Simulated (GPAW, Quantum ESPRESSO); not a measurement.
# Near-edge structure at the B K edge of BN (P6_3/mmc), part 6 of 6

Aim: the B K edge of BN (P6_3/mmc) by two routes, a Lanczos recursion (XSpectra) and a sum over empty bands (GPAW), to see which features are robust.

Quantum ESPRESSO 7.5 and GPAW 26.7.0; core-hole supercells, plane-wave PAW PBE.

So far. Step 15 (Spectrum with FCH, B atom 3 (GPAW)): Main maxima below 24 eV (height): 0.2 eV (3.77), 6.8 eV (3.90), 12.4 eV (1.13) and 22.9 eV (1.05). A K edge sees empty p states; at this planar three-fold site the curve for the electric vector normal to the plane peaks at 0.2 eV, where it is mainly π* that absorbs: that direction carries over 70 % of the weight there.

The database entry behind the starting cell differs from later determinations by our own check (about 0.3 % short, minor phase), so it need not match the best structure at ambient conditions.

### Step 16. Excitation energy, B atom 3 (GPAW)

Level of this step: plane-wave PAW DFT, PBE, self-consistent field (GPAW).

With the excited electron kept in the cell the system stays neutral, and the energy difference is an excitation energy by itself. In a small cell that electron takes up a good share of the lowest empty band, or all of one, which shifts the value from the true onset.

Changed against the first core-hole run: core hole to XCH, with the smearing that suits a partly filled band.

Input file scf.py:

```python
import numpy as np
from ase import Atoms
from ase.parallel import parprint, paropen
from gpaw import GPAW, PW, FermiDirac, Mixer, MixerDif, setup_paths
from gpaw.test import gen
setup_paths.insert(0, '.')
gen('B', name='fch1s', xcname='PBE', corehole=(1, 0, 1), write_xml=True)
from gpaw.mpi import world
world.barrier()

atoms = Atoms('N14B14',
    cell=[[6.2456, 2.1635393, 0],
     [-4.99648, 4.32707861, 0],
     [0, 0, 6.6357]],
    scaled_positions=[[0.23809524, 0.04761905, 0.25],
     [0.38095238, 0.47619048, 0.25],
     [0.52380952, 0.9047619, 0.25],
     [0.66666667, 0.33333333, 0.25],
     [0.80952381, 0.76190476, 0.25],
     [0.95238095, 0.19047619, 0.25],
     [0.0952381, 0.61904762, 0.25],
     [0.19047619, 0.23809524, 0.75],
     [0.33333333, 0.66666667, 0.75],
     [0.47619048, 0.0952381, 0.75],
     [0.61904762, 0.52380952, 0.75],
     [0.76190476, 0.95238095, 0.75],
     [0.9047619, 0.38095238, 0.75],
     [0.04761905, 0.80952381, 0.75],
     [0.23809524, 0.04761905, 0.75],
     [0.38095238, 0.47619048, 0.75],
     [0.52380952, 0.9047619, 0.75],
     [0.66666667, 0.33333333, 0.75],
     [0.80952381, 0.76190476, 0.75],
     [0.95238095, 0.19047619, 0.75],
     [0.0952381, 0.61904762, 0.75],
     [0.19047619, 0.23809524, 0.25],
     [0.33333333, 0.66666667, 0.25],
     [0.47619048, 0.0952381, 0.25],
     [0.61904762, 0.52380952, 0.25],
     [0.76190476, 0.95238095, 0.25],
     [0.9047619, 0.38095238, 0.25],
     [0.04761905, 0.80952381, 0.25]],
    pbc=True)
atoms.calc = calc = GPAW(legacy_gpaw=True, mode=PW(500, force_complex_dtype=True), xc='PBE', setups={14: 'fch1s'},
    kpts={'size': (3, 3, 3), 'gamma': True}, occupations=FermiDirac(0.04),
    charge=-1, mixer=Mixer(0.1, 5, 50), maxiter=150,
    convergence={'density': 0.0001, 'eigenstates': 1e-6}, txt='scf.txt')
energy = atoms.get_potential_energy() + calc.get_reference_energy()
ef = calc.get_fermi_level()
out = dict(energy=energy, fermi=ef, forces=atoms.get_forces().tolist())
parprint(f'all-electron energy {energy:.4f} eV, Fermi level {ef:.4f} eV')
ev = np.array([[calc.get_eigenvalues(k, s) for k in range(len(calc.get_ibz_k_points()))] for s in range(calc.get_number_of_spins())])
out['homo'], out['lumo'], out['counts'] = ev[ev < ef].max(), ev[ev > ef].min(), sorted(set((ev < ef).sum((0, 2)).tolist()))
out['filled'] = (ev[:, 0] < ef).sum(1).tolist()
import json
with paropen('out.json', 'w') as f:
    json.dump(out, f)
```

The run is started by

```sh
OMP_NUM_THREADS=1 mpirun -n 4 gpaw python scf.py
```

Numbers of over 12 decimals in the logs are rounded to 6 here.

The log of the run:

```text
Input parameters:
  charge: -1
  convergence: {density: 0.0001,
                eigenstates: 1e-06}
  kpts: {gamma: True,
         size: (3, 3, 3)}
  maxiter: 150
  mixer: {backend: pulay,
          beta: 0.1,
          method: separate,
          nmaxold: 5,
          weight: 50}
  mode: {ecut: 500.0,
         force_complex_dtype: True,
         name: pw}
  occupations: {fixmagmom: False,
[...]
--------------------------------
2s(2) :    -0.872538     1.031866
*s    :     0.127462
2p(1) :    -0.649578     0.944462
*p    :     0.350422
*d    :     0.000000
--------------------------------

Diagonalizing with gridspacing h=0.050

state   all-electron     PAW
-------------------------------
2s:      -0.872538    -0.873275
2p:      -0.649578    -0.650581
*d:                   -0.077574
*f:                   -0.014711
-------------------------------
all-electron energy -30158.9518 eV, Fermi level 7.5404 eV
[key lines of the parts left out:]
Converged after 16 iterations.
Dipole moment: (0.707284, -0.711532, 0.059605) |e|*Ang
Free energy:   -249.090200
Fermi level: 7.54039
```

Wall time 76 s (4 MPI ranks of Arm Neoverse V1, shared host); peak memory 0.39 GiB.

The total-energy difference is 195.95 eV. With the free-atom term of -5.59 eV for this edge, the photon energy is 190.36 eV.

### Step 17. The two programs side by side

The line shapes differ (Lorentzian half width 0.4 eV up to 4 eV, rising linearly to 1.75 eV at 25 eV (not a setting of the program: the run's 0.4 eV curve was folded afterwards with a further Lorentzian above 4 eV), against Gaussian full width 0.9 eV up to 4 eV, rising linearly to 3.5 eV at 25 eV), so both get a further Gaussian of 1.5 eV full width before they are compared; the Lorentzian tails remain.

```csv
E (eV),XSpectra,GPAW
-2.00,0.19,0.03
-1.25,0.50,0.34
-0.50,1.21,1.37
0.25,1.70,2.17
1.00,1.19,1.37
1.75,0.55,0.38
2.50,0.33,0.11
3.25,0.34,0.14
4.00,0.44,0.20
4.75,0.65,0.40
5.50,1.17,1.15
6.25,1.98,2.42
7.00,2.38,2.94
7.75,1.96,2.18
8.50,1.40,1.32
9.25,1.09,0.94
10.00,0.96,0.84
10.75,0.93,0.86
11.50,0.97,0.96
12.25,1.01,1.05
13.00,0.98,1.02
13.75,0.91,0.92
14.50,0.86,0.85
15.25,0.82,0.82
16.00,0.78,0.78
16.75,0.74,0.73
17.50,0.69,0.66
18.25,0.63,0.58
19.00,0.59,0.51
19.75,0.59,0.51
20.50,0.63,0.60
21.25,0.70,0.76
22.00,0.79,0.91
22.75,0.83,0.99
23.50,0.80,0.96
24.25,0.72,0.83
25.00,0.61,0.66
25.75,0.53,0.51
26.50,0.47,0.41
27.25,0.42,0.35
28.00,0.39,0.33
28.75,0.38,0.31
```

```csv
,XSpectra,GPAW
k mesh of the spectrum,4×4×4,4×4×4
cutoff (eV),762,500
"highest intensity below 16 eV after the common broadening, eV (height)",6.9 (2.39),6.9 (2.95)
"zero, corrected photon energy (eV)",189.7,189.7
"core time, hole field and spectrum",22 min,26 min
```

### Step 18. What the core hole does

XSpectra's curves. Both curves are counted from their own zero, so only the shift of weight within the empty states shows.

```csv
E (eV),no hole,FCH
-2.0,0.06,0.13
-1.0,0.12,0.44
0.0,0.50,2.50
1.0,1.12,0.95
2.0,0.75,0.26
3.0,0.61,0.24
4.0,0.39,0.36
5.0,0.49,0.46
6.0,0.67,1.44
7.0,1.35,3.72
8.0,1.57,1.60
9.0,1.07,1.01
10.0,0.91,0.97
11.0,1.51,0.82
12.0,1.11,1.11
13.0,1.16,1.03
14.0,1.13,0.87
15.0,0.97,0.89
16.0,1.36,0.82
17.0,1.37,0.82
18.0,0.79,0.70
19.0,0.63,0.45
20.0,0.57,0.45
21.0,0.85,0.60
22.0,1.32,0.95
23.0,2.24,1.46
24.0,1.74,0.99
25.0,1.62,0.54
26.0,1.14,0.44
27.0,0.69,0.41
28.0,0.53,0.34
29.0,0.63,0.31
30.0,0.50,0.33
31.0,0.74,0.45
32.0,0.72,0.37
```

With each curve scaled to its own mean, the area from −2 to 6 eV with the hole is 5.6 against 4.4, and the centre of weight from −1 to 20 eV moves by -1.6 eV: the hole pulls the absorber's empty states down.

### Step 19. Against the measurement

Features are paired by their description (first, strongest, rising edge, steepest rise) or, failing that, by nearness after a common offset; their character isn't checked.

XSpectra PBE (Lorentzian half width 0.4 eV up to 4 eV, rising linearly to 1.75 eV at 25 eV (not a setting of the program: the run's 0.4 eV curve was folded afterwards with a further Lorentzian above 4 eV)):

| measured feature | measured (eV) | computed feature | computed (eV) | difference (eV) |
| --- | --- | --- | --- | --- |
| B K-edge, 1s to pi* resonance | 192 | first maximum | 189.9 | -2.1 |

GPAW PBE (Gaussian full width 0.9 eV up to 4 eV, rising linearly to 3.5 eV at 25 eV):

| measured feature | measured (eV) | computed feature | computed (eV) | difference (eV) |
| --- | --- | --- | --- | --- |
| B K-edge, 1s to pi* resonance | 192 | first maximum | 189.9 | -2.1 |

### Step 20. Summary of results

| Property | Result |
| --- | --- |
| absorber and edge | B K, atom 3 of the ground-state input (counted from 1) |
| surroundings | 3 N at 1.44 Å (trigonal planar, site symmetry -6m2) |
| highest intensity below 16 eV (XSpectra, narrow line) | 6.9 eV above the zero, height 3.81 |
| photon energy of the zero, with the added terms | 189.7 eV (raw 195.3 eV; uncertain by a few eV) |

In words: XSpectra PBE lies 2.1 eV below the measured energy. GPAW PBE lies 2.1 eV below the measured energy. Energy scales of different experiments differ by up to about 1 eV. The two programs agree on where the features lie, less on their heights: 20 % r.m.s. remains over the first 14 eV after a relative shift of 0.0 eV, and their photon-energy zeros differ by 0.0 eV. What differs may come from the PAW partial waves, meshes, cutoffs and line shapes. In XSpectra the B K edge of atom 3, with 3 N at 1.44 Å (trigonal planar, site symmetry -6m2), has its highest intensity of the first 16 eV at 6.9 eV above the zero, near 197 eV in photon energy (uncertain by a few eV), 3.8 times the mean level of the first 20 eV (Lorentzian half width 0.4 eV). In XSpectra: With each curve scaled to its own mean, the area from −2 to 6 eV with the hole is 5.6 against 4.4, and the centre of weight from −1 to 20 eV moves by -1.6 eV: the hole pulls the absorber's empty states down. In GPAW: With each curve scaled to its own mean, the area from −2 to 6 eV with the hole is 5.6 against 4.4, and the centre of weight from −1 to 20 eV moves by -1.6 eV: the hole pulls the absorber's empty states down. In XSpectra the neutral-cell energy lies +0.6 eV from the charged-cell zero, a gap made of the charged-cell error and of where the added electron settles. In GPAW the neutral-cell energy lies +0.6 eV from the charged-cell zero, a gap made of the charged-cell error and of where the added electron settles. In XSpectra, at the B K edge of atom 3 polarisation matters most near 0.1 eV, where the curves differ by 8.1 on this scale. Lifetime broadening is put in by hand, and intensities beyond about 20 eV depend on it and on the partial waves. The structure is a published determination, not relaxed.

[Banner, clock and machine lines of the logs are left out without a mark of their own.]

[Logs are printed without paths, hosts, clocks, repeated set-up lines and the standing remarks that a program may print on its own settings, such as how far it seeks lower states.]

[Hosts, paths, dates, database ids (printed as entryN), source tags and the programs' standing remarks are cut or masked in the printed files.]

[Lists of maxima count a maximum above −3 eV only where it reaches 4 % of the highest in the window and stands out from its surroundings by 2 % of it (1.5 % where it reaches 55 %); shoulders and weaker maxima are passed over, and of the rest the first, up to two pre-edge ones and the few strongest are named.]
